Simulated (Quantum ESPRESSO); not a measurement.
# MnNi3: a ladder in cutoff, mesh and threshold together, part 2 of 2

Aim: see how far moments and order energies of MnNi3 move with cutoff, mesh and threshold together, and what each rung costs.

Quantum ESPRESSO 7.5; PBEsol; plane waves with GBRV 1.5 PBEsol potentials, no spin-orbit coupling (settings of the first rung).

So far, largest spin moment in the atom's sphere (μB): step 2 (rung 1, start ferro ++++) 3.18; step 3 (rung 1, start ferri ++--) 3.18; step 4 (rung 2, start ferro ++++) 3.22; step 5 (rung 2, start ferri ++--) 3.22; step 6 (rung 3, start ferro ++++) 3.20.

## (7) Rung 3, start ferri ++--

pw.in

```
&CONTROL
  calculation = 'scf'
  prefix = 'pwscf'
  outdir = './tmp'
  pseudo_dir = './pseudo'
  disk_io = 'nowf'
  tprnfor = .true.
  tstress = .true.
/
&SYSTEM
  ibrav = 0
  celldm(1) = 8
  nat = 4
  ntyp = 3
  ecutwfc = 40
  ecutrho = 280
  nbnd = 46
  occupations = 'smearing'
  smearing = 'fd'
  degauss = 0.00734986
  nspin = 2
  starting_magnetization(1) = 0.2333
  starting_magnetization(2) = 0.0556
  starting_magnetization(3) = -0.0556
/
&ELECTRONS
  conv_thr = 8d-09
  electron_maxstep = 150
  mixing_beta = 0.3
/
ATOMIC_SPECIES
Mn     54.9380 mn_pbesol_v1.5.uspp.F.UPF
Ni1    58.6934 ni_pbesol_v1.4.uspp.F.UPF
Ni2    58.6934 ni_pbesol_v1.4.uspp.F.UPF
CELL_PARAMETERS alat
   0.8487232457225    0.0000000000000    0.0000000000000
   0.0000000000000    0.8487232457225    0.0000000000000
   0.0000000000000    0.0000000000000    0.8487232457225
ATOMIC_POSITIONS crystal
Mn      0.0000000000    0.0000000000    0.0000000000
Ni1     0.0000000000    0.5000000000    0.5000000000
Ni2     0.5000000000    0.0000000000    0.5000000000
Ni2     0.5000000000    0.5000000000    0.0000000000
K_POINTS automatic
8 8 8 0 0 0
```

Command:

```
$ OMP_NUM_THREADS=1 mpirun -n 2 pw.x -nk 2 -in pw.in > pw.out
```

Output:

```text
     [... lines left out ...]
Program PWSCF v.7.5 starts
     [... lines left out ...]
     number of atoms/cell      =            4
     [... lines left out ...]
     number of electrons       =        69.00
     number of Kohn-Sham states=           46
     kinetic-energy cutoff     =      40.0000  Ry
     charge density cutoff     =     280.0000  Ry
     scf convergence threshold =      8.0E-09
     [... lines left out ...]
     16 Sym. Ops., with inversion, found
     [... lines left out ...]
     number of k points=    75  Fermi-Dirac smearing, width (Ry)=  0.0073
     [... lines left out ...]
     iteration # 23     ecut=    40.00 Ry     beta= 0.30
     [... lines left out ...]
     Magnetic moment per site  (integrated on atomic sphere of radius R)
     atom   1 (R=0.248)  charge= 13.3423  magn=  3.1970
     atom   2 (R=0.248)  charge= 16.8037  magn=  0.5609
     atom   3 (R=0.248)  charge= 16.8038  magn=  0.5609
     atom   4 (R=0.248)  charge= 16.8038  magn=  0.5609
     [... lines left out ...]
     the Fermi energy is    16.8203 ev
!    total energy              =   -1240.35552630 Ry
     estimated scf accuracy    <          4.8E-09 Ry
     smearing contrib. (-TS)   =      -0.01060737 Ry
     [... lines left out ...]
     total magnetization       =     4.86 Bohr mag/cell
     absolute magnetization    =     5.25 Bohr mag/cell
     convergence has been achieved in  23 iterations
     [... lines left out ...]
     Total force =     0.000000     Total SCF correction =     0.000000
     [... lines left out ...]
          total   stress  (Ry/bohr**3)                   (kbar)     P=     -176.22
     [... lines left out ...]
```

It took 2.5 min on 2 MPI ranks of Intel Xeon 6975P-C (Granite Rapids), shared host; peak memory 0.36 GiB; 4.9 min of CPU time.

This step gave:

```
magnetization  : 4.863 μB
final state    : ferromagnetic
largest moment : 3.197 μB
```

The typed signs were not kept.

## (8) Rung 4, start ferro ++++

pw.in

```
&CONTROL
  calculation = 'scf'
  prefix = 'pwscf'
  outdir = './tmp'
  pseudo_dir = './pseudo'
  disk_io = 'nowf'
  tprnfor = .true.
  tstress = .true.
/
&SYSTEM
  ibrav = 0
  celldm(1) = 8
  nat = 4
  ntyp = 2
  ecutwfc = 52
  ecutrho = 364
  nbnd = 48
  occupations = 'smearing'
  smearing = 'fd'
  degauss = 0.00734986
  nspin = 2
  starting_magnetization(1) = 0.2333
  starting_magnetization(2) = 0.0556
/
&ELECTRONS
  conv_thr = 4d-10
  electron_maxstep = 150
  mixing_beta = 0.3
/
ATOMIC_SPECIES
Mn     54.9380 mn_pbesol_v1.5.uspp.F.UPF
Ni     58.6934 ni_pbesol_v1.4.uspp.F.UPF
CELL_PARAMETERS alat
   0.8487232457225    0.0000000000000    0.0000000000000
   0.0000000000000    0.8487232457225    0.0000000000000
   0.0000000000000    0.0000000000000    0.8487232457225
ATOMIC_POSITIONS crystal
Mn      0.0000000000    0.0000000000    0.0000000000
Ni      0.0000000000    0.5000000000    0.5000000000
Ni      0.5000000000    0.0000000000    0.5000000000
Ni      0.5000000000    0.5000000000    0.0000000000
K_POINTS automatic
10 10 10 0 0 0
```

Output:

```text
     [... lines left out ...]
Program PWSCF v.7.5 starts
     [... lines left out ...]
     number of atoms/cell      =            4
     [... lines left out ...]
     number of electrons       =        69.00
     number of Kohn-Sham states=           48
     kinetic-energy cutoff     =      52.0000  Ry
     charge density cutoff     =     364.0000  Ry
     scf convergence threshold =      4.0E-10
     [... lines left out ...]
     48 Sym. Ops., with inversion, found
     [... lines left out ...]
     number of k points=    56  Fermi-Dirac smearing, width (Ry)=  0.0073
     [... lines left out ...]
     iteration # 23     ecut=    52.00 Ry     beta= 0.30
     [... lines left out ...]
     Magnetic moment per site  (integrated on atomic sphere of radius R)
     atom   1 (R=0.248)  charge= 13.3429  magn=  3.1946
     atom   2 (R=0.248)  charge= 16.8034  magn=  0.5581
     atom   3 (R=0.248)  charge= 16.8034  magn=  0.5581
     atom   4 (R=0.248)  charge= 16.8034  magn=  0.5581
     [... lines left out ...]
     the Fermi energy is    16.8244 ev
!    total energy              =   -1240.36369232 Ry
     estimated scf accuracy    <          1.6E-10 Ry
     smearing contrib. (-TS)   =      -0.01070894 Ry
     [... lines left out ...]
     total magnetization       =     4.85 Bohr mag/cell
     absolute magnetization    =     5.25 Bohr mag/cell
     convergence has been achieved in  23 iterations
     [... lines left out ...]
     Total force =     0.000000     Total SCF correction =     0.000000
     [... lines left out ...]
          total   stress  (Ry/bohr**3)                   (kbar)     P=     -126.72
     [... lines left out ...]
```

Wall time 2.3 min (2 MPI ranks); peak memory 0.4 GiB.

Numbers from this step:

```
magnetization  : 4.848 μB
final state    : ferromagnetic
largest moment : 3.195 μB
```

## (9) Rung 4, start ferri ++--

Changes to pw.in since step 8:

```diff
@@ -13,6 +13,6 @@
   nat = 4
-  ntyp = 2
+  ntyp = 3
   ecutwfc = 52
   ecutrho = 364
-  nbnd = 48
+  nbnd = 46
   occupations = 'smearing'
@@ -23,2 +23,3 @@
   starting_magnetization(2) = 0.0556
+  starting_magnetization(3) = -0.0556
 /
@@ -31,3 +32,4 @@
 Mn     54.9380 mn_pbesol_v1.5.uspp.F.UPF
-Ni     58.6934 ni_pbesol_v1.4.uspp.F.UPF
+Ni1    58.6934 ni_pbesol_v1.4.uspp.F.UPF
+Ni2    58.6934 ni_pbesol_v1.4.uspp.F.UPF
 CELL_PARAMETERS alat
@@ -38,5 +40,5 @@
 Mn      0.0000000000    0.0000000000    0.0000000000
-Ni      0.0000000000    0.5000000000    0.5000000000
-Ni      0.5000000000    0.0000000000    0.5000000000
-Ni      0.5000000000    0.5000000000    0.0000000000
+Ni1     0.0000000000    0.5000000000    0.5000000000
+Ni2     0.5000000000    0.0000000000    0.5000000000
+Ni2     0.5000000000    0.5000000000    0.0000000000
 K_POINTS automatic
```

Output:

```text
     [... lines left out ...]
Program PWSCF v.7.5 starts
     [... lines left out ...]
     number of atoms/cell      =            4
     [... lines left out ...]
     number of electrons       =        69.00
     number of Kohn-Sham states=           46
     kinetic-energy cutoff     =      52.0000  Ry
     charge density cutoff     =     364.0000  Ry
     scf convergence threshold =      4.0E-10
     [... lines left out ...]
     16 Sym. Ops., with inversion, found
     [... lines left out ...]
     number of k points=   126  Fermi-Dirac smearing, width (Ry)=  0.0073
     [... lines left out ...]
     iteration # 29     ecut=    52.00 Ry     beta= 0.30
     [... lines left out ...]
     Magnetic moment per site  (integrated on atomic sphere of radius R)
     atom   1 (R=0.248)  charge= 13.3429  magn=  3.1946
     atom   2 (R=0.248)  charge= 16.8033  magn=  0.5581
     atom   3 (R=0.248)  charge= 16.8033  magn=  0.5581
     atom   4 (R=0.248)  charge= 16.8033  magn=  0.5581
     [... lines left out ...]
     the Fermi energy is    16.8244 ev
!    total energy              =   -1240.36369232 Ry
     estimated scf accuracy    <          3.3E-10 Ry
     smearing contrib. (-TS)   =      -0.01070834 Ry
     [... lines left out ...]
     total magnetization       =     4.85 Bohr mag/cell
     absolute magnetization    =     5.25 Bohr mag/cell
     convergence has been achieved in  29 iterations
     [... lines left out ...]
     Total force =     0.000000     Total SCF correction =     0.000000
     [... lines left out ...]
          total   stress  (Ry/bohr**3)                   (kbar)     P=     -126.92
     [... lines left out ...]
```

The job ended after 5.6 min (2 MPI ranks; peak memory 0.62 GiB).

Numbers from this step:

```
magnetization  : 4.849 μB
final state    : ferromagnetic
largest moment : 3.195 μB
```

The typed signs were not kept.

## (10) A faulty input

One input was spoiled on purpose, to see how the program answers.

pw.in

```
&CONTROL
  calculation = 'scf'
  prefix = 'pwscf'
  outdir = './tmp'
  pseudo_dir = './pseudo'
  disk_io = 'nowf'
  tprnfor = .true.
  tstress = .true.
/
&SYSTEM
  ibrav = 0
  nat = 4
  ntyp = 2
  ecutwfc = 40
  ecutrho = 280
  nbnd = 48
  occupations = 'smearing'
  smearing = 'fd'
  degauss = 0.00734986
  nspin = 2
  starting_magnetization(1) = 0.2333
  starting_magnetization(2) = 0.0556
/
&ELECTRONS
  conv_thr = 8d-09
  electron_maxstep = 75
  mixing_beta = 0.3
/
ATOMIC_SPECIES
Mn     54.9380 mn_pbesol_v1.5.uspp.F.UPF
Ni     58.6934 ni_pbesol_v1.4.uspp.F.UPF
CELL_PARAMETERS angstrom
   3.5930000000    0.0000000000    0.0000000000
   0.0000000000    3.5930000000    0.0000000000
   0.0000000000    0.0000000000    3.5930000000
ATOMIC_POSITIONS crystal
Mn      0.0000000000    0.0000000000    0.0000000000
Ni      0.0000000000    0.5000000000    0.5000000000
Ni      0.5000000000    0.0000000000    0.5000000000
Ni      0.5000000000    0.5000000000    0.0000000000
K_POINTS automatic
0 10 10 0 0 0
```

Output:

```text
     [... lines left out ...]
Program PWSCF v.7.5 starts
     Error in routine card_kpoints (1):
     invalid values for nk1, nk2, nk3
 %%%%%%%%%%%%%%%%%%%%%%%%%%%%%%%%%%%%%%%%%%%%%%%%%%%%%%%%%%%%%%%%%%%%%%%%%%%%%%
     stopping ...
```

The job ended after 0.63 s (2 MPI ranks; peak memory 0.05 GiB).

The input was rejected at the start.

The program's message: “card_kpoints (1): invalid values for nk1, nk2, nk3”

The fault put into the input: a mesh with a zero.

## (11) The rungs together

Ladder, by row:

| rung | cutoff (eV) | mesh | state from the first start | state from the second start | second less first (meV a seeded atom) | moment, first (μB) | moment, second (μB) | CPU time (s) |
| --- | --- | --- | --- | --- | --- | --- | --- | --- |
| 1 | 299 | 4x4x4 | ferromagnetic | ferromagnetic | -0.002166 | 3.178 | 3.179 | 74.62 |
| 2 | 408 | 6x6x6 | ferromagnetic | ferromagnetic | 5.79e-4 | 3.223 | 3.223 | 152.6 |
| 3 | 544 | 8x8x8 | ferromagnetic | ferromagnetic | 0 | 3.197 | 3.197 | 429.4 |
| 4 | 707 | 10x10x10 | ferromagnetic | ferromagnetic | 0 | 3.195 | 3.195 | 950.6 |

## (12) Outcome

```
range of the largest moment, first start : 3.18 to 3.22 μB; second start 3.18 to 3.22 μB
range of CPU time                        : 75 s to 16 min
```

What this shows: The two starts end within 0.5 meV of each other at every rung, so their difference tests nothing. The largest moment of the first start lies between 3.18 and 3.22 μB. Energies are free energies at an electronic temperature of 1160 K, which lowers moments and differences where the moments are itinerant.

[Logs and program files are shortened in this print: banners, set-up blocks, solver, clock and traceback lines can be left out without a mark of their own.]

[Logs are printed without paths, hosts, clocks, repeated set-up lines and the standing remarks that a program may print on its own settings, such as how far it seeks lower states.]

[Hosts, paths, dates, database ids (printed as entryN), source tags and the programs' standing remarks are cut or masked in the printed files.]

[Where a cell is said to come from a database of computed structures, the database is the Materials Project.]
